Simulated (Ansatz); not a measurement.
## TlBiO3 (model cell, started as cubic perovskite with Bi in the octahedra): following an unstable mode

Which phase does TlBiO3 (model cell, started as cubic perovskite with Bi in the octahedra) fall into along its unstable mode, and how much energy does it gain?

Calculated with Ansatz 0.2.0; DFT PBEsol, scalar-relativistic, plane waves, PAW; PAW set soft_1.

Most raw output is cut from this account.

The structure was built from a prototype and need not be the compound's stable phase.

**1. The starting structure**

The structure is cubic, space group Pm-3m (No. 221). Conventional cell: a = 4.242 Å, b = 4.242 Å, c = 4.242 Å, α = 90.00°, β = 90.00°, γ = 90.00°. Nearest to Tl lie 12 O at 3.00 Å. Bi has 6 O at 2.12 Å nearest. Nearest to O lie 2 Bi at 2.12 Å. Farther neighbours and most contacts between anions are not listed.

**2. Phonons on a q mesh**

The cell comes from relaxations at this level that are not shown. Stability and thermal properties need the whole zone. Linear response on a 4×4×4 q mesh gives force constants as far as a supercell of that size would.

File input.yaml:

```yaml
crystal:
  lattice:
    - [4.2417336508, 0.0, 0.0]
    - [0.0, 4.2417336508, 0.0]
    - [0.0, 0.0, 4.2417336508]
  atoms:
    - { symbol: Tl, position: [0.0, 0.0, 0.0] }
    - { symbol: Bi, position: [0.5, 0.5, 0.5] }
    - { symbol: O, position: [0.5, 0.5, 0.0] }
    - { symbol: O, position: [0.5, 0.0, 0.5] }
    - { symbol: O, position: [0.0, 0.5, 0.5] }
kpoints:
  mp_grid: { grid: [8, 8, 8] }
hamiltonian:
  xc: pbesol
  pseudopotentials: { kind: paw, azcp: { folder: soft_1 }, xc_functional: pbe }
scf:
  occupations: { method: methfessel_paxton, width: 0.2 }
output:
  eigenvalues: true
phonons:
  method: dfpt
  qmesh: [4, 4, 4]
  temperatures: { t_max: 1000, t_step: 50 }
  qpath:
    path:
      - [[0.0, 0.0, 0.0], [0.0, 0.5, 0.0], [0.5, 0.5, 0.0], [0.0, 0.0, 0.0], [0.5, 0.5, 0.5], [0.0, 0.5, 0.0]]
      - [[0.5, 0.5, 0.5], [0.5, 0.5, 0.0]]
    npoints: 10
```

Command:

```bash
$ ansatz run input.yaml --threads 4 --pin off --max-ram 16384MiB --backend cpu --events-out ev --progress --plain --runs-dir out
```

It took 14 min on 4 threads of Arm Neoverse V1, shared host; peak memory 2.6 GiB; 56 min of CPU time.

This step gave:

```yaml
volume_per_atom: 15.26 Å³
gap_on_the_k_mesh: 0 eV
sum_rule_residual_before_enforcement: 3.24e-5 eV/Å²
lowest_frequency_on_the_path: -78.91 cm⁻¹
point_group: m-3m
highest_frequency_on_the_path_or_at_a_solved_wavevector: 559.1 cm⁻¹
highest_optical_mode_at_the_zone_centre_no_lo_to_term: 534.2 cm⁻¹
lowest_optical_zone_centre_mode: -32.76 cm⁻¹
lowest_mode_on_the_q_mesh_acoustic_modes_at_gamma_apart: -78.91 cm⁻¹
```

Frequencies (cm⁻¹) solved at each irreducible wavevector; negative means imaginary. Frequencies by wavevector, by row:

| q in reciprocal lattice units | star | mode 1 | mode 2 | mode 3 | mode 4 | mode 13 | mode 14 | mode 15 |
| --- | --- | --- | --- | --- | --- | --- | --- | --- |
| 0 0 0 | 1 | -32.8 | -32.8 | -32.8 | 0 | 534.2 | 534.2 | 534.2 |
| 0 0 0.25 | 6 | -16.6 | 15.6 | 15.6 | 50.3 | 521.9 | 537.6 | 537.6 |
| 0 0 -0.5 | 3 | 26.7 | 26.7 | 68.3 | 70.5 | 519.5 | 537.8 | 537.8 |
| 0 0.25 0.25 | 12 | -34.4 | 27.4 | 49.4 | 57.9 | 508.5 | 541 | 544 |
| 0 0.25 -0.5 | 12 | -34.2 | 32.5 | 43.9 | 55.4 | 502.5 | 535.6 | 542.4 |
| 0 -0.5 -0.5 | 3 | -77.5 | 16.3 | 16.3 | 34.9 | 505.5 | 506.6 | 545.7 |
| 0.25 0.25 0.25 | 8 | -7 | -7 | 43.2 | 66.8 | 511.6 | 511.6 | 558.5 |
| 0.25 0.25 -0.5 | 12 | -26.4 | 27.4 | 35.4 | 59.2 | 501.9 | 513.9 | 549 |
| 0.25 -0.5 -0.5 | 6 | -77.1 | 21.5 | 21.5 | 32.7 | 504.6 | 505.5 | 541.2 |
| -0.5 -0.5 -0.5 | 1 | -78.9 | -78.9 | -78.9 | 31.1 | 504.1 | 504.1 | 546.2 |

Interpolated from a 4×4×4 q mesh. The phonon branches at the labelled points (cm⁻¹):

| point | branch 1 | branch 2 | branch 3 | branch 4 | branch 12 | branch 13 | branch 14 | branch 15 |
| --- | --- | --- | --- | --- | --- | --- | --- | --- |
| Γ | -33 | -33 | -33 | 0 | 156 | 534 | 534 | 534 |
| halfway | -17 | 16 | 16 | 50 | 160 | 522 | 538 | 538 |
| X | 27 | 27 | 68 | 70 | 163 | 520 | 538 | 538 |
| halfway | -34 | 32 | 44 | 55 | 186 | 502 | 536 | 542 |
| M | -78 | 16 | 16 | 35 | 194 | 506 | 507 | 546 |
| halfway | -34 | 27 | 49 | 58 | 178 | 508 | 541 | 544 |
| Γ | -33 | -33 | -33 | 0 | 156 | 534 | 534 | 534 |
| halfway | -7 | -7 | 43 | 67 | 181 | 512 | 512 | 558 |
| R | -79 | -79 | -79 | 31 | 199 | 504 | 504 | 546 |
| halfway | -26 | 27 | 35 | 59 | 187 | 502 | 514 | 549 |
| X | 27 | 27 | 68 | 70 | 163 | 520 | 538 | 538 |
| jump to R | -79 | -79 | -79 | 31 | 199 | 504 | 504 | 546 |
| halfway | -77 | 22 | 22 | 33 | 197 | 505 | 506 | 541 |
| M | -78 | 16 | 16 | 35 | 194 | 506 | 507 | 546 |

Symmetry leaves 10 wavevectors to solve. The lowest mode among them, the acoustic zeros apart, lies at q = (-0.5, -0.5, -0.5) and is imaginary, 78.9i cm⁻¹, so the energy falls along it.

**3. The mode frozen in, largest atomic shift 0 Å**

The mode followed lies at q = (-0.5, -0.5, -0.5) with frequency 78.9i cm⁻¹ and is 3-fold degenerate, the softest among the wavevectors solved. At small amplitude the distorted cell has space group no. 74 by a symmetry search on the positions. The undistorted cell that holds it gives the zero of energy on the same k mesh.

System of this step: TlBiO3 (model cell, started as cubic perovskite with Bi in the octahedra). Symmetry: Pm-3m, No. 221, cubic system. Conventional cell: a = 4.242 Å, b = 4.242 Å, c = 4.242 Å, α = 90.00°, β = 90.00°, γ = 90.00°. Nearest to Tl lie 12 O at 3.00 Å. Nearest to Bi lie 6 O at 2.12 Å. Nearest to O lie 2 Bi at 2.12 Å. Farther neighbours and most contacts between anions are not listed.

input.yaml, the sections that differ from step 2:

```yaml
crystal:
  lattice:
    - [4.2417336508, 4.2417336508, 0.0]
    - [4.2417336508, 0.0, 4.2417336508]
    - [4.2417336508, 0.0, -4.2417336508]
  atoms:
    - { symbol: Tl, position: [0.0, 0.0, 0.0] }
    - { symbol: Tl, position: [0.0, 0.5, 0.5] }
    - { symbol: Bi, position: [0.5, 0.25, 0.75] }
    - { symbol: Bi, position: [0.5, 0.75, 0.25] }
    - { symbol: O, position: [0.5, 0.0, 0.0] }
    - { symbol: O, position: [0.5, 0.5, 0.5] }
    - { symbol: O, position: [0.0, 0.5, 0.0] }
    - { symbol: O, position: [0.0, 0.0, 0.5] }
    - { symbol: O, position: [0.5, 0.0, 0.5] }
    - { symbol: O, position: [0.5, 0.5, 0.0] }
output:
  forces: true
  stress: true
  eigenvalues: true
# kpoints, hamiltonian, scf: as in step 2
# phonons: removed
```

Wall time 4.3 s (4 threads); peak memory 0.62 GiB; 16 s of CPU time.

Numbers from this step:

```yaml
pressure: -0.03891 GPa
energy_from_the_undistorted_cell: 0 meV/atom
```

The run ends at a pressure of -0.04 GPa.

**4. The mode frozen in, largest atomic shift 0.6 Å**

The atoms are moved along the unstable eigenvector, the largest shift by 0.6 Å, with the cell fixed.

input.yaml, the sections that differ from step 3:

```yaml
crystal:
  lattice:
    - [4.2417336508, 4.2417336508, 0.0]
    - [4.2417336508, 0.0, 4.2417336508]
    - [4.2417336508, 0.0, -4.2417336508]
  atoms:
    - { symbol: Tl, position: [0.0, 0.0, 0.0] }
    - { symbol: Tl, position: [0.0, 0.5, 0.5] }
    - { symbol: Bi, position: [0.5, 0.25, 0.75] }
    - { symbol: Bi, position: [0.5, 0.75, 0.25] }
    - { symbol: O, position: [0.6000213836, -0.1000213836, -0.1000213836] }
    - { symbol: O, position: [0.3999786164, 0.6000213836, 0.6000213836] }
    - { symbol: O, position: [0.0, 0.4499893082, 0.0500106918] }
    - { symbol: O, position: [0.0, 0.0500106918, 0.4499893082] }
    - { symbol: O, position: [0.5, 0.0500106918, 0.4499893082] }
    - { symbol: O, position: [0.5, 0.4499893082, 0.0500106918] }
# kpoints, hamiltonian, scf, output: as in step 3
```

Run time: 13 s. Hardware: 4 threads; peak memory 0.9 GiB.

This step gave:

```
pressure                         : 0.4100 GPa
energy from the undistorted cell : -4.82 meV/atom
```

The energy, extrapolated to zero smearing, is -4.82 meV/atom against the undistorted cell.

The run ends at a pressure of 0.41 GPa, with forces up to 0.43 eV/Å.

**5. Energy along the mode, all amplitudes (two of the runs are shown above)**

An imaginary frequency means negative curvature, so the energy should fall and then rise again as anharmonic terms take over.

This step gave:

```yaml
depth_at_the_lowest_point_sampled: 4.82 meV/atom
largest_atomic_shift_at_that_point: 0.6 Å
```

The energy from the parent by largest atomic shift:

| largest atomic shift (Å) | energy from the parent (meV/atom) |
| --- | --- |
| 0.000 | 0 |
| 0.040 | -0.107 |
| 0.080 | -0.415 |
| 0.140 | -1.17 |
| 0.220 | -2.36 |
| 0.320 | -3.47 |
| 0.450 | -4.61 |
| 0.600 | -4.82 |

Displacement at unit largest shift by atom:

| atom | x (Å) | y (Å) | z (Å) | size |
| --- | --- | --- | --- | --- |
| Tl1 | 0.000 | 0.000 | 0.000 | 0.000 |
| Tl2 | 0.000 | 0.000 | 0.000 | 0.000 |
| Bi3 | 0.000 | 0.000 | 0.000 | 0.000 |
| Bi4 | 0.000 | 0.000 | 0.000 | 0.000 |
| O5 | -0.707 | 0.707 | 0.000 | 1.000 |
| O6 | 0.707 | -0.707 | 0.000 | 1.000 |
| O7 | 0.000 | 0.000 | -0.707 | 0.707 |
| O8 | 0.000 | 0.000 | 0.707 | 0.707 |
| O9 | 0.000 | 0.000 | 0.707 | 0.707 |
| O10 | 0.000 | 0.000 | -0.707 | 0.707 |

The lowest of the steps tried is the last one, at 0.6 Å, 4.82 meV/atom below the parent; the bottom of the well need not coincide with a step.

**6. Relaxing from the distorted cell**

Starting from the lowest point found, all atoms and the cell are let go, so that strain and other modes of the same symmetry can join in.

Edit input.yaml of step 4 so:

```diff
@@ -27 +27,6 @@
   eigenvalues: true
+relax:
+  adjacent_minimum: "off"
+  f_tol: 0.002
+  max_steps: 120
+  cell: { stress_tol: 0.03 }
```

It took 3.2 min on 4 threads; peak memory 0.97 GiB; 13 min of CPU time.

Relaxation path:

| step | energy less that of the first step (eV) | largest force component (eV/Å) | pressure (GPa) | volume (Å³) |
| --- | --- | --- | --- | --- |
| 1 | 0.0000 | 0.3038 | 0.41 | 152.64 |
| 2 | -0.0666 | 0.2403 | 0.93 | 152.20 |
| 3 | -0.1785 | 0.4024 | -0.91 | 155.77 |
| 4 | -0.2447 | 0.6894 | -0.72 | 157.66 |
| 5 | -0.7126 | 0.4152 | 2.83 | 151.98 |
| 6 | -0.8087 | 1.0493 | 2.70 | 154.63 |
| 7 | -0.9054 | 0.2251 | -3.53 | 162.45 |
| 8 | -0.9677 | 0.1445 | 1.31 | 157.42 |
| 9 | -0.9905 | 0.0958 | 0.12 | 158.09 |
| 10 | -0.9946 | 0.0342 | -0.17 | 158.85 |
| 11 | -0.9963 | 0.0087 | 0.03 | 158.47 |
| 12 | -0.9962 | 0.0013 | 0.00 | 158.52 |
| 13* | -1.0203 | 0.0020 | 0.23 | 158.52 |
| 14 | -1.0207 | 0.0016 | 0.01 | 158.95 |
| 15 | -1.0206 | 0.0004 | 0.00 | 158.98 |
| 16* | -1.0216 | 0.0004 | 0.00 | 158.98 |

Relaxation steps marked * repeat the geometry before them on a plane-wave basis chosen anew for their cell, so energy and pressure can jump there.

Forces are held to the 8 operations that the run works with; a distortion that breaks them can't arise in this run.

| conventional cell, symmetrised | before | after | change |
| --- | --- | --- | --- |
| a (Å) | 5.999 | 6.176 | +2.9 % |
| b (Å) | 8.483 | 8.912 | +5.0 % |
| c (Å) | 5.999 | 5.778 | -3.7 % |
| volume (Å³/atom) | 15.26 | 15.90 | +4.2 % |

The atoms that moved most (Å, as changes of fractional coordinates times the final cell):

| atom | dx | dy | dz | length |
| --- | --- | --- | --- | --- |
| O5 | -0.347 | 0.347 | 0.000 | 0.491 |
| O6 | 0.347 | -0.347 | 0.000 | 0.491 |
| O7 | 0.000 | 0.000 | -0.434 | 0.434 |
| O8 | 0.000 | 0.000 | 0.434 | 0.434 |
| O9 | 0.000 | 0.000 | 0.434 | 0.434 |
| O10 | 0.000 | 0.000 | -0.434 | 0.434 |
| Tl1 | 0.208 | -0.208 | 0.000 | 0.294 |
| Tl2 | -0.208 | 0.208 | 0.000 | 0.294 |

Numbers from this step:

| Property | Result |
| --- | --- |
| pressure | 0.004886 GPa |
| volume per atom | 15.90 Å³ |

The distorted start has space group Imma; the relaxation ends in Imma.

**7. The new phase in its own primitive cell**

The relaxed structure is symmetrised, reduced to its primitive cell and relaxed tightly, as its phonons need.

input.yaml, the sections that differ from step 6:

```yaml
crystal:
  lattice:
    - [-3.0877997428, 4.455798676, 2.888780459]
    - [3.0877997428, -4.455798676, 2.888780459]
    - [3.0877997428, 4.455798676, -2.888780459]
  atoms:
    - { symbol: Tl, position: [0.8008896525, 0.0508896525, 0.75] }
    - { symbol: Tl, position: [0.1991103475, 0.9491103475, 0.25] }
    - { symbol: Bi, position: [0.5, 0.5, 0.0] }
    - { symbol: Bi, position: [0.0, 0.5, 0.5] }
    - { symbol: O, position: [0.564933944, 0.314933944, 0.25] }
    - { symbol: O, position: [0.435066056, 0.685066056, 0.75] }
    - { symbol: O, position: [0.8487006897, 0.0, 0.3487006897] }
    - { symbol: O, position: [0.1512993103, 0.0, 0.6512993103] }
    - { symbol: O, position: [0.1512993103, 0.5, 0.1512993103] }
    - { symbol: O, position: [0.8487006897, 0.5, 0.8487006897] }
relax:
  adjacent_minimum: "off"
  f_tol: 0.001
  max_steps: 60
  cell: { stress_tol: 0.01 }
# kpoints, hamiltonian, scf, output: as in step 6
```

Wall time 59 s (4 threads); peak memory 0.97 GiB; 3.9 min of CPU time.

Little changed from the start: no atom moved by 0.005 Å and no cell edge by 0.1 %.

This step gave:

```yaml
pressure: -1.98e-4 GPa
```

The largest force component left is 0.25 meV/Å and the pressure is 0.000 GPa, within the tolerances set. The cell now holds 15.90 Å³/atom.

**8. Modes of the new phase**

A relaxed structure may still be a saddle point, so its zone-centre modes are computed. No field response is asked, since the mesh shows no gap.

File input.yaml:

```yaml
crystal:
  lattice:
    - [-3.0878302326, 4.4568649002, 2.888299131]
    - [3.0878302326, -4.4568649002, 2.888299131]
    - [3.0878302326, 4.4568649002, -2.888299131]
  atoms:
    - { symbol: Tl, position: [0.8008857917, 0.0508857917, 0.75] }
    - { symbol: Tl, position: [0.1991142083, 0.9491142083, 0.25] }
    - { symbol: Bi, position: [0.5, 0.5, 0.0] }
    - { symbol: Bi, position: [0.0, 0.5, 0.5] }
    - { symbol: O, position: [0.5649894728, 0.3149894728, 0.25] }
    - { symbol: O, position: [0.4350105272, 0.6850105272, 0.75] }
    - { symbol: O, position: [0.8487252256, 0.0, 0.3487252256] }
    - { symbol: O, position: [0.1512747744, 0.0, 0.6512747744] }
    - { symbol: O, position: [0.1512747744, 0.5, 0.1512747744] }
    - { symbol: O, position: [0.8487252256, 0.5, 0.8487252256] }
kpoints:
  mp_grid: { grid: [8, 8, 8] }
hamiltonian:
  xc: pbesol
  pseudopotentials: { kind: paw, azcp: { folder: soft_1 }, xc_functional: pbe }
scf:
  occupations: { method: methfessel_paxton, width: 0.2 }
output:
  eigenvalues: true
phonons:
  method: dfpt
```

Run time: 19 min. Hardware: 4 threads; peak memory 6.4 GiB; 76 min of CPU time.

This step gave:

* sum-rule residual before enforcement: 4.03e-5 eV/Å²
* point group: mmm
* highest optical mode at the zone centre (no LO-TO term): 455.9 cm⁻¹
* lowest optical zone-centre mode: -109.9 cm⁻¹

Patterns of degenerate modes are one choice out of their space. The modes at Γ (shares of kinetic energy by element, %) (negative means imaginary):

| mode | frequency (cm⁻¹) | symmetry | Tl % | Bi % | O % |
| --- | --- | --- | --- | --- | --- |
| 1 | -109.9 | B2u | 2 | 23 | 74 |
| 2 | -73.0 | B1g | 0 | 0 | 100 |
| 3 | -31.9 | B3u | 37 | 14 | 49 |
| 4 | 0.0 | acoustic | 44 | 45 | 10 |
| 5 | 0.0 | acoustic | 44 | 45 | 10 |
| 6 | 0.0 | acoustic | 44 | 45 | 10 |
| 7 | 75.7 | B3g | 100 | 0 | 0 |
| 8 | 78.4 | B1u | 3 | 95 | 2 |
| 9 | 82.8 | B2u | 21 | 51 | 28 |
| 10 | 90.6 | B2g | 99 | 0 | 1 |
| 11 | 108.0 | B3u | 16 | 33 | 51 |
| 12 | 113.5 | Ag | 95 | 0 | 5 |
| 13 | 116.8 | B1u | 42 | 54 | 4 |
| 14 | 136.5 | Au | 0 | 100 | 0 |
| 15 | 148.6 | Au | 0 | 0 | 100 |
| 16 | 162.8 | B2u | 31 | 53 | 15 |
| 17 | 174.5 | B2u | 1 | 27 | 72 |
| 18 | 205.3 | B3u | 2 | 0 | 98 |
| 19 | 234.9 | B2g | 1 | 0 | 99 |
| 20 | 244.6 | B3g | 0 | 0 | 100 |
| 21 | 250.0 | B1u | 2 | 5 | 93 |
| 22 | 254.2 | B3u | 0 | 7 | 92 |
| 23 | 289.3 | B1u | 5 | 0 | 95 |
| 24 | 294.0 | B3g | 0 | 0 | 100 |
| 25 | 400.4 | Ag | 1 | 0 | 99 |
| 26 | 402.2 | B2g | 0 | 0 | 100 |
| 27 | 429.0 | B1u | 4 | 0 | 96 |
| 28 | 445.8 | Ag | 4 | 0 | 96 |
| 29 | 454.9 | B1g | 0 | 0 | 100 |
| 30 | 455.9 | B3g | 0 | 0 | 100 |

Displacements in mode 1 (-109.9 cm⁻¹), the largest set to 1:
```
Tl1  0.00  0.05  0.00
Tl2  0.00  0.05  0.00
Bi3  0.00 -0.12  0.10
Bi4  0.00 -0.12 -0.10
O5   0.00  1.00  0.00
O6   0.00  1.00  0.00
O7   0.00 -0.06  0.00
O8   0.00 -0.06  0.00
O9   0.00 -0.06  0.00
O10  0.00 -0.06  0.00
```

Displacements in mode 11 (108.0 cm⁻¹), the largest set to 1:
```
Tl1  0.17  0.00  0.00
Tl2  0.17  0.00  0.00
Bi3 -0.24  0.00  0.00
Bi4 -0.24  0.00  0.00
O5   1.00  0.00  0.00
O6   1.00  0.00  0.00
O7  -0.01  0.00 -0.25
O8  -0.01  0.00 -0.25
O9  -0.01  0.00  0.25
O10 -0.01  0.00  0.25
```

Before it was imposed, the acoustic sum rule was missed by 4.0e-5 eV/Å². Small misses are needed for a sound result but don't prove that mesh and cutoff are converged. The lowest optical mode is imaginary, 109.9i cm⁻¹, so the energy falls along it.

**9. What came out**

* unstable mode of the parent: q = (-0.5, -0.5, -0.5), 79i cm⁻¹
* depth at the lowest point sampled: 4.82 meV/atom
* largest atomic shift at that point: 0.6 Å
* space group reached (within 0.01 Å): Imma
* energy gained over the parent (first relaxation, on the mesh of the frozen mode): 108 meV/atom
* volume per atom, phase reached: 15.9 Å³
* lowest optical zone-centre mode, phase reached: -110 cm⁻¹
* highest optical mode at the zone centre (no LO-TO term), phase reached: 456 cm⁻¹

Along this mode the structure falls into Imma, 108 meV/atom below the parent. At the parent's cell the well is 4.82 meV/atom deep on the steps tried, with its lowest point at a shift of 0.6 Å. That is the last step tried, so the steps alone don't bracket the bottom of the well. Relaxing atoms and cell changes the gain by +102.76 meV/atom against the lowest step (energies at zero smearing). Most of the total comes from this relaxation. The new phase still has an imaginary mode at the zone centre of its cell, so it is a saddle point on the way to a lower structure. Of the 4 patterns followed to their end from this parent, this one ends 22.3 meV/atom above the lowest, R-3c. Each path keeps the symmetry of its pattern, so a lower phase may lie along a pattern not tried. With no gap, or one that is small against the smearing, the frequencies hang on the k mesh and the smearing, most of all near Kohn anomalies. Spin-orbit coupling is left out, which can matter for the heavy elements here. The PAW files were made for PBE and serve the other functionals too. A phonon run warned that its eigensolver left some bands unconverged in a pass. The starting cell was built on a prototype and not taken from a measurement, so the phase need not exist.

[Logs are printed without paths, hosts, clocks, repeated set-up lines and the standing remarks that a program may print on its own settings, such as how far it seeks lower states.]

[Hosts, paths, dates, database ids (printed as entryN), source tags and the programs' standing remarks are cut or masked in the printed files.]
